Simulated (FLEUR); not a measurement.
## free-standing square Eu monolayer, spacing 3.816 A: which magnetic order is lowest

A self-consistent run ends on one state, which hangs on the start. Several orders of free-standing square Eu monolayer, spacing 3.816 A are started in FLEUR and their energies compared.

Method: LDA (VWN) with U = 3.6 eV on Eu f; all-electron FLAPW film, Dirac cores, scalar-relativistic bands, in FLEUR MaX-R8.1.

## 1. The starting structure

The cell holds 1 atom: 1 Eu. Cell: a = 3.816 Å, b = 3.816 Å, c = 14.000 Å, α = 90.0°, β = 90.0°, γ = 90.0°. Model lattice. Vacuum lies along c.

As a file:

```
Eu
1.0
     3.81600    0.00000    0.00000
     0.00000    3.81600    0.00000
     0.00000    0.00000   14.00000
Eu
1
Cartesian
  0.0000 0.0000 7.0000
```

## 2. Order 1, typed as ferro +

The parallel start is the test of whether parallel moments hold. The U counters the self-interaction that shrinks the moments of a localised shell.

The file n_mmp_mat seeds the f occupations with whole cubic orbitals by Hund's first rule, so that the U acts from the first pass. inpgen writes inp.xml from crystal.txt; cutoffs, mixing, functional, smearing and local orbitals are then set in the file. The k list default-1 (kpts.xml, not shown) is a Γ-centred 8×8×1 mesh; where the ranks do not divide the number of points, some are split in two of half the weight.

inp.xml reads:

```
<?xml version="1.0" encoding="UTF-8" standalone="no"?>
<fleurInput fleurInputVersion="0.39">
   <comment>
      Eu
   </comment>
   <calculationSetup>
      <cutoffs Kmax="3.6" Gmax="10.8" GmaxXC="10.8" numbands="0"/>
      <scfLoop itmax="130" minDistance="0.0001" maxIterBroyd="15" imix="Anderson" alpha="0.03" precondParam="0.0" spinf="2.0" sdNocoIR="T"/>
      <coreElectrons ctail="T" frcor="F" kcrel="0" coretail_lmax="0"/>
      <xcFunctional name="vwn" relativisticCorrections="F"/>
      <magnetism jspins="2"/>
      <soc l_soc="F" theta="0.0" phi="0.0" spav="F"/>
      <expertModes spex="0" secvar="F"/>
      <geometryOptimization l_f="F" forcealpha="1.0" forcemix="BFGS" epsdisp="0.00001" epsforce="0.00001"/>
      <ldaU l_linMix="F" mixParam="0.05" spinf="1.0"/>
   </calculationSetup>
   <cell>
      <bzIntegration valenceElectrons="17.0" mode="hist" fermiSmearingEnergy="0.00110248">
         <kPointListSelection listName="default-1"/>
         <xi:include xmlns:xi="http://www.w3.org/2001/XInclude" href="kpts.xml"> </xi:include>
      </bzIntegration>
      <xi:include xmlns:xi="http://www.w3.org/2001/XInclude" href="sym.xml"> </xi:include>
      <filmLattice scale="1.0" dVac="6.4" dTilda="8.9">
         <bravaisMatrixFilm>
            <row-1>    7.2111948914735997     0.0000000000000000</row-1>
            <row-2>    0.0000000000000000     7.2111948914735997</row-2>
         </bravaisMatrixFilm>
         <vacuumEnergyParameters vacuum="1" spinUp="-.25" spinDown="-.25"/>
      </filmLattice>
   </cell>
   <atomSpecies>
      <species name="Europium (7.000" element="Eu" atomicNumber="63">
         <mtSphere radius="2.8" gridPoints="925" logIncrement="0.014"/>
         <atomicCutoffs lmax="10" lnonsphr="8"/>
         <electronConfig flipSpins="F">
            <coreConfig>(1s1/2) (2s1/2) (2p1/2) (2p3/2) (3s1/2) (3p1/2) (3p3/2) (4s1/2) (3d3/2) (3d5/2) (4p1/2) (4p3/2) (4d3/2) (4d5/2)</coreConfig>
            <valenceConfig>(5s1/2) (5p1/2) (5p3/2) (6s1/2) (4f5/2) (4f7/2)</valenceConfig>
            <stateOccupation state="(4f5/2)" spinUp="3.0" spinDown="0.0"/>
            <stateOccupation state="(4f7/2)" spinUp="4.0" spinDown="0.0"/>
         </electronConfig>
         <energyParameters s="6" p="6" d="5" f="4"/>
         <ldaU l="3" U="3.6" J="0.0" l_amf="F"/>
         <lo type="SCLO" l="0" n="5" eDeriv="0"/>
         <lo type="SCLO" l="1" n="5" eDeriv="0"/>
      </species>
   </atomSpecies>
   <atomGroups>
      <atomGroup species="Europium (7.000">
         <filmPos label="                   1">.0000000000 .0000000000 .0000000000</filmPos>
         <force calculate="T" relaxXYZ="TTT"/>
      </atomGroup>
   </atomGroups>
   <output dos="F" band="F" slice="F">
      <bandDOS minEnergy="-.5*Htr" maxEnergy="0.5*Htr" sigma="0.015" storeEVData="T"/>
      <plotting iplot="0" polar="F">
         <plot TwoD="T" vec1="  1.0  0.0  0.0" vec2="  0.0  1.0  0.0" vec3="  0.0  0.0  1.0" zero="  0.0  0.0 -0.5" file="plot"/>
      </plotting>
      <moessbauerParams electricFieldGradient="F" isomerShift="F" coreHyperfine="F" valenceHyperfine="F"/>
   </output>
</fleurInput>
```

crystal.txt reads:

```
Eu
&input film=T cartesian=F /
3.81600000000  0.00000000000  0.00000000000
0.00000000000  3.81600000000  0.00000000000
0.00000000000  0.00000000000  1.00000000000
1.8897261246
1.0 1.0 1.0

1
63 0.00000000000  0.00000000000  0.00000000000 : 7.000

&kpt div1=8 div2=8 div3=1 gamma=T /
```

Launch:

```sh
OMP_NUM_THREADS=1 inpgen -f crystal.txt > inpgen.log  # inp.xml is then edited as shown
OMP_NUM_THREADS=1 mpirun -n 4 fleur_MPI > fleur.log
```

The log of the run:

```text
Welcome to FLEUR        (www.flapw.de)
      MaX-Release 8.1          (www.max-centre.eu)

 ========== k-point set info ==========
 Selected k-point list: default-1
 k-point list type: mesh
 0 x 0 x 0
 Number of k points: 16

 ------------Calculation Setup---------------------------
 Number of MPI-tasks      :            4
 Number of PE/node        :            4
 Number of OMP-threads    :            1
 k-points in parallel     :            4
 pe's per k-point         :            1
 No of k-point loops      :            4
 Eigenvalue solver        :       lapack
 Number of basis functions:          378
 Approximate size of matrices (H+S) per k-point:         0.002 GB
 --------------------------------------------------------
 Iteration:     1   Distance:       3.64929256 me/bohr^3
 Iteration:     2   Distance:       3.50480520 me/bohr^3
 Iteration:     3   Distance:       1.32775837 me/bohr^3
 Iteration:     4   Distance:       1.45981926 me/bohr^3
 Iteration:     5   Distance:       0.39143120 me/bohr^3
 Iteration:     6   Distance:       0.19260896 me/bohr^3
 Iteration:     7   Distance:       0.17016323 me/bohr^3
 Iteration:     8   Distance:       0.07112054 me/bohr^3
 Iteration:     9   Distance:       0.03425720 me/bohr^3
 Iteration:    10   Distance:       0.03430613 me/bohr^3
 Iteration:    11   Distance:       0.02885141 me/bohr^3
 Iteration:    12   Distance:       0.02806733 me/bohr^3
 Iteration:    13   Distance:       0.01517555 me/bohr^3
 Iteration:    14   Distance:       0.01454346 me/bohr^3
 Iteration:    15   Distance:       0.00137371 me/bohr^3
 Iteration:    16   Distance:       0.00135274 me/bohr^3
 Iteration:    17   Distance:       0.00068391 me/bohr^3
 Iteration:    18   Distance:       0.00045631 me/bohr^3
 Iteration:    19   Distance:       0.00029256 me/bohr^3
 Iteration:    20   Distance:       0.00034682 me/bohr^3
 Iteration:    21   Distance:       0.00014514 me/bohr^3
 Iteration:    22   Distance:       0.00007111 me/bohr^3

 ********************************************************************
 Run finished successfully
 Stop message:
   all done
 ********************************************************************

--- out.xml (last complete iteration) ---
<iteration numberForCurrentRun="   22" overallNumber="   22">
         [... left out ...]
         <bandgap value="0.0093721399" units="eV"/>
         <sumValenceSingleParticleEnergies value="-9.4935648019" units="Htr"/>
         <FermiEnergy value="-0.0936511776" units="Htr"/>
         <valenceDensity>
            <mtCharges spin="1">
               <mtCharge atomType="1" total="11.0357228" s="1.0990632" p="2.8955817" d="0.1564448" f="6.8845128"/>
            </mtCharges>
            <mtCharges spin="2">
               <mtCharge atomType="1" total="4.0125984" s="1.0868090" p="2.8642997" d="0.0609537" f="0.0004895"/>
            </mtCharges>
            <spinDependentCharge spin="1" total="12.1246589" interstitial="0.9210831" mtSpheres="11.0357228" vacuum1="0.0839265"/>
            <spinDependentCharge spin="2" total="4.8753412" interstitial="0.7083233" mtSpheres="4.0125984" vacuum1="0.0772098"/>
            <totalCharge value="17.0000001035"/>
         </valenceDensity>
         [... left out ...]
         <allElectronCharges>
            <spinDependentCharge spin="1" total="35.1246589" interstitial="0.9210922" mtSpheres="34.0357136" vacuum1="0.0839265"/>
            <spinDependentCharge spin="2" total="27.8753412" interstitial="0.7083344" mtSpheres="27.0125873" vacuum1="0.0772098"/>
            <totalCharge value="63.0000000918"/>
         </allElectronCharges>
         <magneticMomentsInMTSpheres units="muBohr">
            <globalMagMoment atomType="1" vec="0.00000   0.00000   7.02313"/>
            <localMagMoment atomType="1" vec="0.00000   0.00000   7.02313"/>
         </magneticMomentsInMTSpheres>
         <moessbauerParams unitsHFF="kG" unitsIS="e/bohr^3" unitsEFG="Htr/bohr^2">
         </moessbauerParams>
         <totalEnergy value="   -10845.0695801350" units="Htr">
            <sumOfEigenvalues value="    -6695.6141015345">
               <coreElectrons value="-6686.1205367326"/>
               <valenceElectrons value="-9.4935648019"/>
            </sumOfEigenvalues>
            <densityCoulombPotentialIntegral value="-18171.8944883471"/>
            <densityEffectivePotentialIntegral value="-18485.3245677233"/>
            <chargeDenXCDenIntegral value="-236.2117582961"/>
            <FockExchangeEnergyValence value="0.0000000000"/>
            <FockExchangeEnergyCore value="0.0000000000"/>
            <atomTypeDependentContributions atomType="1">
               <electronNucleiInteractionDifferentMTs value="13296.9919273166"/>
               <MadelungTerm value="-16.0770064404"/>
            </atomTypeDependentContributions>
            <dftUCorrection value="-0.4478899029"/>
            <tkbTimesEntropy value="0.0002909458"/>
            <freeEnergy value="-10845.0698710808"/>
            <extrapolationTo0K value="-10845.0697256079"/>
         </totalEnergy>
         <ldaUDensityMatrix>
            <densityMatrixFor spin="1" atomType="1" uIndex="1" l="3" U="3.60000000" J="0.00000000">
               (+0.98170,+0.00000) (+0.00000,+0.00000) (+0.00000,+0.00000) (+0.00000,+0.00000) (-0.00089,+0.00000) (+0.00000,+0.00000) (+0.00000,+0.00000)
               (+0.00000,+0.00000) (+0.98398,+0.00000) (+0.00000,+0.00000) (+0.00000,+0.00000) (+0.00000,+0.00000) (-0.00101,+0.00000) (+0.00000,+0.00000)
               (+0.00000,+0.00000) (+0.00000,+0.00000) (+0.98477,+0.00000) (+0.00000,+0.00000) (+0.00000,+0.00000) (+0.00000,+0.00000) (-0.00089,+0.00000)
               (+0.00000,+0.00000) (+0.00000,+0.00000) (+0.00000,+0.00000) (+0.98361,+0.00000) (+0.00000,+0.00000) (+0.00000,+0.00000) (+0.00000,+0.00000)
               (-0.00089,+0.00000) (+0.00000,+0.00000) (+0.00000,+0.00000) (+0.00000,+0.00000) (+0.98477,+0.00000) (+0.00000,+0.00000) (+0.00000,+0.00000)
               (+0.00000,+0.00000) (-0.00101,+0.00000) (+0.00000,+0.00000) (+0.00000,+0.00000) (+0.00000,+0.00000) (+0.98398,+0.00000) (+0.00000,+0.00000)
               (+0.00000,+0.00000) (+0.00000,+0.00000) (-0.00089,+0.00000) (+0.00000,+0.00000) (+0.00000,+0.00000) (+0.00000,+0.00000) (+0.98170,+0.00000)
            </densityMatrixFor>
            <densityMatrixFor spin="2" atomType="1" uIndex="1" l="3" U="3.60000000" J="0.00000000">
               (+0.00014,+0.00000) (+0.00000,+0.00000) (+0.00000,+0.00000) (+0.00000,+0.00000) (+0.00001,+0.00000) (+0.00000,+0.00000) (+0.00000,+0.00000)
               (+0.00000,+0.00000) (+0.00000,+0.00000) (+0.00000,+0.00000) (+0.00000,+0.00000) (+0.00000,+0.00000) (+0.00000,+0.00000) (+0.00000,+0.00000)
               (+0.00000,+0.00000) (+0.00000,+0.00000) (+0.00010,+0.00000) (+0.00000,+0.00000) (+0.00000,+0.00000) (+0.00000,+0.00000) (+0.00001,+0.00000)
               (+0.00000,+0.00000) (+0.00000,+0.00000) (+0.00000,+0.00000) (+0.00001,+0.00000) (+0.00000,+0.00000) (+0.00000,+0.00000) (+0.00000,+0.00000)
               (+0.00001,+0.00000) (+0.00000,+0.00000) (+0.00000,+0.00000) (+0.00000,+0.00000) (+0.00010,+0.00000) (+0.00000,+0.00000) (+0.00000,+0.00000)
               (+0.00000,+0.00000) (+0.00000,+0.00000) (+0.00000,+0.00000) (+0.00000,+0.00000) (+0.00000,+0.00000) (+0.00000,+0.00000) (+0.00000,+0.00000)
               (+0.00000,+0.00000) (+0.00000,+0.00000) (+0.00001,+0.00000) (+0.00000,+0.00000) (+0.00000,+0.00000) (+0.00000,+0.00000) (+0.00014,+0.00000)
            </densityMatrixFor>
         </ldaUDensityMatrix>
         <ldaUDensityMatrixConvergence>
            <distance spin="1" distance="0.000001"/>
            <distance spin="2" distance="0.000000"/>
         </ldaUDensityMatrixConvergence>
         <densityConvergence units="me/bohr^3">
            <chargeDensity spin="1" distance="0.0000371426"/>
            <chargeDensity spin="2" distance="0.0000445811"/>
            <overallChargeDensity distance="0.0000409616"/>
            <spinDensity distance="0.0000711073"/>
         </densityConvergence>
      </iteration>
```

The job ended after 15 s (4 MPI ranks of Arm Neoverse V2, shared host; peak memory 0.24 GiB; 61 s of CPU time).

This step gave:

| Quantity | Value |
| --- | --- |
| free energy | -295109.3851 eV |
| program's band gap on this mesh (in a metal only a level spacing) | 0.009372 eV |
| magnetization | 7.249 μB |
| final state | ferromagnetic |
| largest moment | 7.023 μB |

After 22 cycles the largest moment stands at 7.02 μB.

## 3. Start 2: antiferro q=(1/2,1/2,0) +-

An opposed order shows whether neighbours prefer unlike signs.

The cell is doubled to 2 atoms to hold this order. The mesh is halved along the doubled vector, so that both cells sample the same points. The k list default-1 (kpts.xml, not shown) is a Γ-centred 4×8×1 mesh.

Edit inp.xml of step 2 so:

```diff
@@ -17,3 +17,3 @@
    <cell>
-      <bzIntegration valenceElectrons="17.0" mode="hist" fermiSmearingEnergy="0.00110248">
+      <bzIntegration valenceElectrons="34.0" mode="hist" fermiSmearingEnergy="0.00110248">
          <kPointListSelection listName="default-1"/>
@@ -24,4 +24,4 @@
          <bravaisMatrixFilm>
-            <row-1>    7.2111948914735997     0.0000000000000000</row-1>
-            <row-2>    0.0000000000000000     7.2111948914735997</row-2>
+            <row-1>   14.4223897829471994     0.0000000000000000</row-1>
+            <row-2>    7.2111948914735997     7.2111948914735997</row-2>
          </bravaisMatrixFilm>
@@ -45,2 +45,16 @@
       </species>
+      <species name="Europium (-7.000" element="Eu" atomicNumber="63">
+         <mtSphere radius="2.8" gridPoints="925" logIncrement="0.014"/>
+         <atomicCutoffs lmax="10" lnonsphr="8"/>
+         <electronConfig flipSpins="F">
+            <coreConfig>(1s1/2) (2s1/2) (2p1/2) (2p3/2) (3s1/2) (3p1/2) (3p3/2) (4s1/2) (3d3/2) (3d5/2) (4p1/2) (4p3/2) (4d3/2) (4d5/2)</coreConfig>
+            <valenceConfig>(5s1/2) (5p1/2) (5p3/2) (6s1/2) (4f5/2) (4f7/2)</valenceConfig>
+            <stateOccupation state="(4f5/2)" spinUp="0.0" spinDown="3.0"/>
+            <stateOccupation state="(4f7/2)" spinUp="0.0" spinDown="4.0"/>
+         </electronConfig>
+         <energyParameters s="6" p="6" d="5" f="4"/>
+         <ldaU l="3" U="3.6" J="0.0" l_amf="F"/>
+         <lo type="SCLO" l="0" n="5" eDeriv="0"/>
+         <lo type="SCLO" l="1" n="5" eDeriv="0"/>
+      </species>
    </atomSpecies>
@@ -49,2 +63,6 @@
          <filmPos label="                   1">.0000000000 .0000000000 .0000000000</filmPos>
+         <force calculate="T" relaxXYZ="TTT"/>
+      </atomGroup>
+      <atomGroup species="Europium (-7.000">
+         <filmPos label="                   2">1.000/2.000 .0000000000 .0000000000</filmPos>
          <force calculate="T" relaxXYZ="TTT"/>
```

crystal.txt reads:

```
Eu
&input film=T cartesian=F /
7.63200000000  0.00000000000  0.00000000000
3.81600000000  3.81600000000  0.00000000000
0.00000000000  0.00000000000  1.00000000000
1.8897261246
1.0 1.0 1.0

2
63 0.00000000000  0.00000000000  0.00000000000 : 7.000
63 0.50000000000  0.00000000000  0.00000000000 : -7.000

&kpt div1=4 div2=8 div3=1 gamma=T /
```

The log of the run:

```text
[banner, memory and clock lines left out]
Welcome to FLEUR        (www.flapw.de)
      MaX-Release 8.1          (www.max-centre.eu)

 ========== k-point set info ==========
 Selected k-point list: default-1
 k-point list type: mesh
 0 x 0 x 0
 Number of k points: 16

 ------------Calculation Setup---------------------------
 Number of PE/node        :            4
 Number of OMP-threads    :            1
 k-points in parallel     :            4
 pe's per k-point         :            1
 No of k-point loops      :            4
 Eigenvalue solver        :       lapack
 Number of basis functions:          756
 Approximate size of matrices (H+S) per k-point:         0.009 GB
 Iteration:     1   Distance:       3.73640820 me/bohr^3
 Iteration:     2   Distance:       3.59292919 me/bohr^3
 Iteration:     3   Distance:       1.27336484 me/bohr^3
 Iteration:     4   Distance:       1.35197959 me/bohr^3
 Iteration:     5   Distance:       0.15154518 me/bohr^3
 Iteration:     6   Distance:       0.13109748 me/bohr^3
 Iteration:     7   Distance:       0.08425310 me/bohr^3
 Iteration:     8   Distance:       0.08095940 me/bohr^3
 Iteration:     9   Distance:       0.03348482 me/bohr^3
 Iteration:    10   Distance:       0.01337258 me/bohr^3
 Iteration:    11   Distance:       0.00346421 me/bohr^3
 Iteration:    12   Distance:       0.00620374 me/bohr^3
 Iteration:    13   Distance:       0.00058107 me/bohr^3
 Iteration:    14   Distance:       0.00014693 me/bohr^3
 Iteration:    15   Distance:       0.00003251 me/bohr^3

 ********************************************************************
 Run finished successfully
 Stop message:
   all done
 ********************************************************************

--- out.xml (last complete iteration) ---
<iteration numberForCurrentRun="   15" overallNumber="   15">
         [... left out ...]
         <bandgap value="0.0630390811" units="eV"/>
         <sumValenceSingleParticleEnergies value="-18.9161652771" units="Htr"/>
         <FermiEnergy value="-0.0877233465" units="Htr"/>
         <valenceDensity>
            <mtCharges spin="1">
               <mtCharge atomType="1" total="11.0120364" s="1.1055556" p="2.8951232" d="0.1228329" f="6.8884726"/>
               <mtCharge atomType="2" total="4.0306399" s="1.0843670" p="2.8660111" d="0.0791513" f="0.0010030"/>
            </mtCharges>
            <mtCharges spin="2">
               <mtCharge atomType="1" total="4.0306399" s="1.0843670" p="2.8660111" d="0.0791513" f="0.0010030"/>
               <mtCharge atomType="2" total="11.0120365" s="1.1055556" p="2.8951232" d="0.1228329" f="6.8884726"/>
            </mtCharges>
            <spinDependentCharge spin="1" total="17.0000001" interstitial="1.6387491" mtSpheres="15.0426763" vacuum1="0.1592873"/>
            <spinDependentCharge spin="2" total="17.0000001" interstitial="1.6387491" mtSpheres="15.0426763" vacuum1="0.1592873"/>
            <totalCharge value="34.0000002062"/>
         </valenceDensity>
         [... left out ...]
         <magneticMomentsInMTSpheres units="muBohr">
            <globalMagMoment atomType="1" vec="0.00000   0.00000   6.98140"/>
            <localMagMoment atomType="1" vec="0.00000   0.00000   6.98140"/>
            <globalMagMoment atomType="2" vec="0.00000   0.00000  -6.98140"/>
            <localMagMoment atomType="2" vec="0.00000   0.00000  -6.98140"/>
         </magneticMomentsInMTSpheres>
         [... left out ...]
         <totalEnergy value="   -21690.1384108517" units="Htr">
            <sumOfEigenvalues value="   -13390.9009974669">
               <coreElectrons value="-13371.9848321899"/>
               <valenceElectrons value="-18.9161652771"/>
            </sumOfEigenvalues>
            <densityCoulombPotentialIntegral value="-36343.4760869101"/>
            <densityEffectivePotentialIntegral value="-36970.3383949261"/>
            <chargeDenXCDenIntegral value="-472.4252774001"/>
            <FockExchangeEnergyValence value="0.0000000000"/>
            <FockExchangeEnergyCore value="0.0000000000"/>
         [... left out ...]
            <dftUCorrection value="-0.8968095747"/>
            <tkbTimesEntropy value="0.0003490966"/>
            <freeEnergy value="-21690.1387599482"/>
            <extrapolationTo0K value="-21690.1385853999"/>
         </totalEnergy>
         [... left out ...]
         <ldaUDensityMatrixConvergence>
            <distance spin="1" distance="0.000000"/>
            <distance spin="2" distance="0.000000"/>
         </ldaUDensityMatrixConvergence>
         <densityConvergence units="me/bohr^3">
            <chargeDensity spin="1" distance="0.0000201951"/>
            <chargeDensity spin="2" distance="0.0000200079"/>
            <overallChargeDensity distance="0.0000325077"/>
            <spinDensity distance="0.0000236552"/>
         </densityConvergence>
      </iteration>
```

Run time: 38 s. Hardware: 4 MPI ranks; peak memory 0.52 GiB; 2.5 min of CPU time.

Read from the output:

```
free energy                                                       : -590218.7435 eV
program's band gap on this mesh (in a metal only a level spacing) : 0.06304 eV
magnetization                                                     : 0 μB
final state                                                       : antiferromagnetic
largest moment                                                    : 6.981 μB
```

It lies 13.4 meV a seeded atom over the first start, and its largest moment is 6.98 μB against 7.02 μB.

(Continued in part 2 of 3.)

[Logs and program files are shortened in this print: banners, set-up blocks, solver, clock and traceback lines can be left out without a mark of their own.]

[Logs are printed without paths, hosts, clocks, repeated set-up lines and the standing remarks that a program may print on its own settings, such as how far it seeks lower states.]

[Hosts, paths, dates, database ids (printed as entryN), source tags and the programs' standing remarks are cut or masked in the printed files.]

[Where a cell is said to come from a database of computed structures, the database is the Materials Project.]
